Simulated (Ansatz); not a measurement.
# TcCl2 (1T sheet): how robust is the cRPA U?, part 2 of 2

Aim: hold the target of a cRPA run on TcCl2 (1T sheet) and move one thing at a time.

Ansatz 0.2.0; constrained RPA on PBEsol, plane waves, PAW.

So far. Step 4 (Changed: 3×3×1 mesh): On the Tc t2g shell, screening brings the on-site interaction from 12.4 eV down to U = 3.73 eV. Step 5 (Changed: smooth pair densities): On the Tc t2g shell, screening brings the on-site interaction from 12.2 eV down to U = 3.32 eV.

## 6. Changed: accuracy low

Input file input.yaml:

```yaml
crystal:
  lattice:
    - [-2.28695259, 0.0, -2.28695259]
    - [0.0, 2.28695259, 2.28695259]
    - [17.38503569, 17.38503569, -17.38503569]
  atoms:
    - { symbol: Tc, position: [0.0, 0.0, 0.3180797022] }
    - { symbol: Cl, position: [0.3333333333, 0.6666666667, 0.3689287718] }
    - { symbol: Cl, position: [0.6666666667, 0.3333333333, 0.2672306326] }
  periodic: [true, true, false]
kpoints:
  mp_grid: { grid: [12, 12, 1] }
hamiltonian:
  xc: pbesol
scf:
  occupations: { method: gaussian, width: 0.08 }
  n_extra_bands: 19
  max_iter: 150
  lower_state_search: "off"
output:
  crpa:
    kmesh: [6, 6, 1]
    target_bands: [v3, v1]
    projections: [{ species: Tc, l: d, shell: 4, orbitals: [dxz, dyz, dxy] }]
    accuracy: low
```

On the command line:

```bash
ansatz run input.yaml --threads 4 --pin off --max-ram 14745MiB --backend cpu --events-out ev --progress --plain --runs-dir out
```

Numbers of over 12 decimals in the logs are rounded to 6 here.

What it wrote:

```text
[...]
Crystal: 3 atoms, lattice volume = 272.779 Å³
Basis set: ecut = 500 eV, 6859 PW (Γ)
Bands: 34, of which v1, the nominal top of the filled ones, is band 15 counted from 1 (14 counted from 0)
Symmetry: 12 space group operations
[...]
k-points: 19 of 144
[...]
the weakly bound empty levels are not read free of the cell's end (no_gap_told)
[...]
χ-basis size per q: N_G = 939..1011
[...]
Site 0, 4D, 3 of 5 d orbitals (Wannier functions 1, 2, 3; wannier90's mr 2, 3, 5):
      screened: U = 3.2940 eV, U' = 2.6359 eV, J = 0.3046 eV
      screened, to within: U = 1.1e-1 eV, U' = 1.1e-1 eV, J = 1.1e-2 eV
      bare: V = 12.1853 eV, V' = 11.2330 eV, J = 0.4491 eV
[...]
[key lines of the parts left out:]
SCF converged after 9 iterations
Free energy (F): -7459.938264 eV
Fermi energy:    -3.820128 eV
```

Wall time 61 s (4 threads of Arm Neoverse V1, shared host); peak memory 1.7 GiB; 3.8 min of CPU time.

Numbers from this step:

```yaml
u: 3.294 eV
u_prime_inter_orbital: 2.636 eV
j: 0.3046 eV
bare_v: 12.19 eV
bare_j: 0.4491 eV
stated_bound_on_u: 0.1099 eV
u_over_bare_v: 0.2703
electrons_in_the_window: 5.000
head_of_the_constrained_inverse_dielectric_matrix: 0.6039
least_eigenvalue_of_the_projection_s_overlap: 0.7294
target_functions: 3
bands_in_the_sums: 30
width_of_the_target_bands: 3.370 eV
weight_of_the_projected_orbitals_in_the_window: 0.8592
```

On the Tc t2g shell, screening brings the on-site interaction from 12.2 eV down to U = 3.29 eV.

## 7. Changed: a wide Fermi-Dirac smearing

Edit input.yaml of step 6 so:

```diff
@@ -15,3 +15,3 @@
 scf:
-  occupations: { method: gaussian, width: 0.08 }
+  occupations: { method: fermi_dirac, width: 0.5 }
   n_extra_bands: 19
@@ -24,2 +24 @@
     projections: [{ species: Tc, l: d, shell: 4, orbitals: [dxz, dyz, dxy] }]
-    accuracy: low
```

What it wrote:

```text
scf.n_extra_bands = 19 over 15 filled bands (N_el = 29.0): the run solves 34 bands
Engine: ansatz 0.2.0, aarch64-unknown-linux-gnu
Pseudopotentials: kind: paw
Pseudopotential: Tc, paw, valence charge 15, recommended cutoff 500 eV (normal), Tc.paw.azcp
Pseudopotential: Cl, paw, valence charge 7, recommended cutoff 420 eV (normal), Cl.paw.azcp
Functional definition: PBEsol
  exchange = pbesol_x
  correlation = pbesol_c
Crystal: 3 atoms, lattice volume = 272.779 Å³
Basis set: ecut = 500 eV, 6859 PW (Γ)
[...]
Error: refused after 8 iterations: slab_electrons_in_vacuum = 3.64e-6 (threshold 1.00e-6); electrons that its smearing lays highest leave the slab for the vacuum on both its sides, from a quarter of the vector that does not repeat out to the cut: the least energy of a wave there at their k-point stands 0.9 eV under their level, and 3.64e-6 e/Å² of theirs stand a quarter out or further, so that the energy and levels can hang on that vector's length. Under a cutoff below the recommended one the basis itself can leave a density there or draw electrons out: first raise basis.ecutwfc. Narrow scf.occupations.width, or fill by another scf.occupations.method. [rest of the remark cut]
```

Elapsed: 5.4 s, on 4 threads; peak memory 0.68 GiB.

Residual by cycle:

cycle, log10 residual and a bar from the least value:
```
        1        0.6 ##############################
        2       -0.3 ###########################
        3       -0.9 #########################
        4       -1.9 ######################
        5       -3.5 ################
        6       -5.3 ##########
        7       -6.8 #####
        8       -8.2
```

The run ended with an error.

After 8 cycles the residual stands at 5.8e-9.

The program's message: “Error: refused after 8 iterations: slab_electrons_in_vacuum = 3.64e-6 (threshold 1.00e-6); electrons that its smearing lays highest leave the slab for the vacuum on both its sides, from a quarter of t …”

The fault put into this input: a wide Fermi-Dirac smearing.

## 8. Changed: potentials

Edit input.yaml of step 7 so:

```diff
@@ -14,4 +14,5 @@
   xc: pbesol
+  pseudopotentials: { kind: paw, source: ansatz }
 scf:
-  occupations: { method: fermi_dirac, width: 0.5 }
+  occupations: { method: gaussian, width: 0.08 }
   n_extra_bands: 19
```

What it wrote:

```text
[...]
Crystal: 3 atoms, lattice volume = 272.779 Å³
Basis set: ecut = 660 eV, 10531 PW (Γ)
Bands: 34, of which v1, the nominal top of the filled ones, is band 15 counted from 1 (14 counted from 0)
Symmetry: 12 space group operations
[...]
k-points: 19 of 144
[...]
the weakly bound empty levels are not read free of the cell's end (no_gap_told)
[...]
χ-basis size per q: N_G = 939..1011
[...]
Site 0, 4D, 3 of 5 d orbitals (Wannier functions 1, 2, 3; wannier90's mr 2, 3, 5):
      screened: U = 3.3148 eV, U' = 2.6490 eV, J = 0.3081 eV
      screened, to within: U = 7.7e-3 eV, U' = 7.7e-3 eV, J = 6.0e-4 eV
      bare: V = 12.1870 eV, V' = 11.2346 eV, J = 0.4492 eV
[...]
[key lines of the parts left out:]
SCF converged after 8 iterations
Free energy (F): -7459.652541 eV
Fermi energy:    -3.820108 eV
```

Wall time 3 min (4 threads); peak memory 2.6 GiB; 12 min of CPU time.

This step gave:

| Quantity | Value |
| --- | --- |
| U | 3.315 eV |
| U prime (inter-orbital) | 2.649 eV |
| J | 0.3081 eV |
| bare V | 12.19 eV |
| bare J | 0.4492 eV |
| stated bound on U | 0.007680 eV |
| U over bare V | 0.2720 |
| electrons in the window | 5.000 |
| head of the constrained inverse dielectric matrix | 0.6045 |
| least eigenvalue of the projection's overlap | 0.7291 |
| target functions | 3 |
| bands in the sums | 30 |
| width of the target bands | 3.370 eV |
| weight of the projected orbitals in the window | 0.8589 |

On the Tc t2g shell, screening brings the on-site interaction from 12.2 eV down to U = 3.31 eV.

## 9. Side by side

Times are wall times on 4 threads of Arm Neoverse V1, shared host, good to a factor of about two.

```csv
run,bare V (eV),U (eV),J (eV),bound on U (eV),width (eV),time
target window,12.19,3.313,0.308,0.0104,3.37,1.8 min
9×9×1 mesh,12.14,3.272,0.307,0.0102,3.37,4.7 min
3×3×1 mesh,12.43,3.730,0.312,0.0109,3.37,32 s
smooth pair densities,12.19,3.319,0.311,0.0091,3.37,91 s
accuracy low,12.19,3.294,0.305,0.1099,3.37,61 s
potentials,12.19,3.315,0.308,0.0077,3.37,3 min
```

## 10. Outcome

| Quantity | Value |
| --- | --- |
| target window | U 3.31 eV, J 0.31 eV |
| 9×9×1 mesh | U 3.27 eV, J 0.31 eV |
| 3×3×1 mesh | U 3.73 eV, J 0.31 eV |
| smooth pair densities | U 3.32 eV, J 0.31 eV |
| accuracy low | U 3.29 eV, J 0.30 eV |
| potentials | U 3.31 eV, J 0.31 eV |

9×9×1 mesh moves U by −0.04 eV at 2.7 times the time. 3×3×1 mesh moves U by +0.42 eV at 0.30 times the time. Smooth pair densities moves U by +0.01 eV (within the solver's bounds, for the mean over orbitals). Accuracy low moves U by −0.02 eV (within the solver's bounds, for the mean over orbitals). Potentials moves U by +0.001 eV (within the solver's bounds, for the mean over orbitals). The printed bound covers the solver alone, not the mesh. The parent state is non-magnetic and the interaction static (zero frequency); U depends on the window and the orbitals, so it belongs to this model alone.

[Paths, hosts, dates, memory and timing lines, banners, echoed tables and standing remarks are left out of the program output.]

[Logs are printed without paths, hosts, clocks, repeated set-up lines and the standing remarks that a program may print on its own settings, such as how far it seeks lower states.]

[Runs of the session that timed out or met a known fault of the program may be left out.]

[Hosts, paths, dates, database ids (printed as entryN), source tags and the programs' standing remarks are cut or masked in the printed files.]
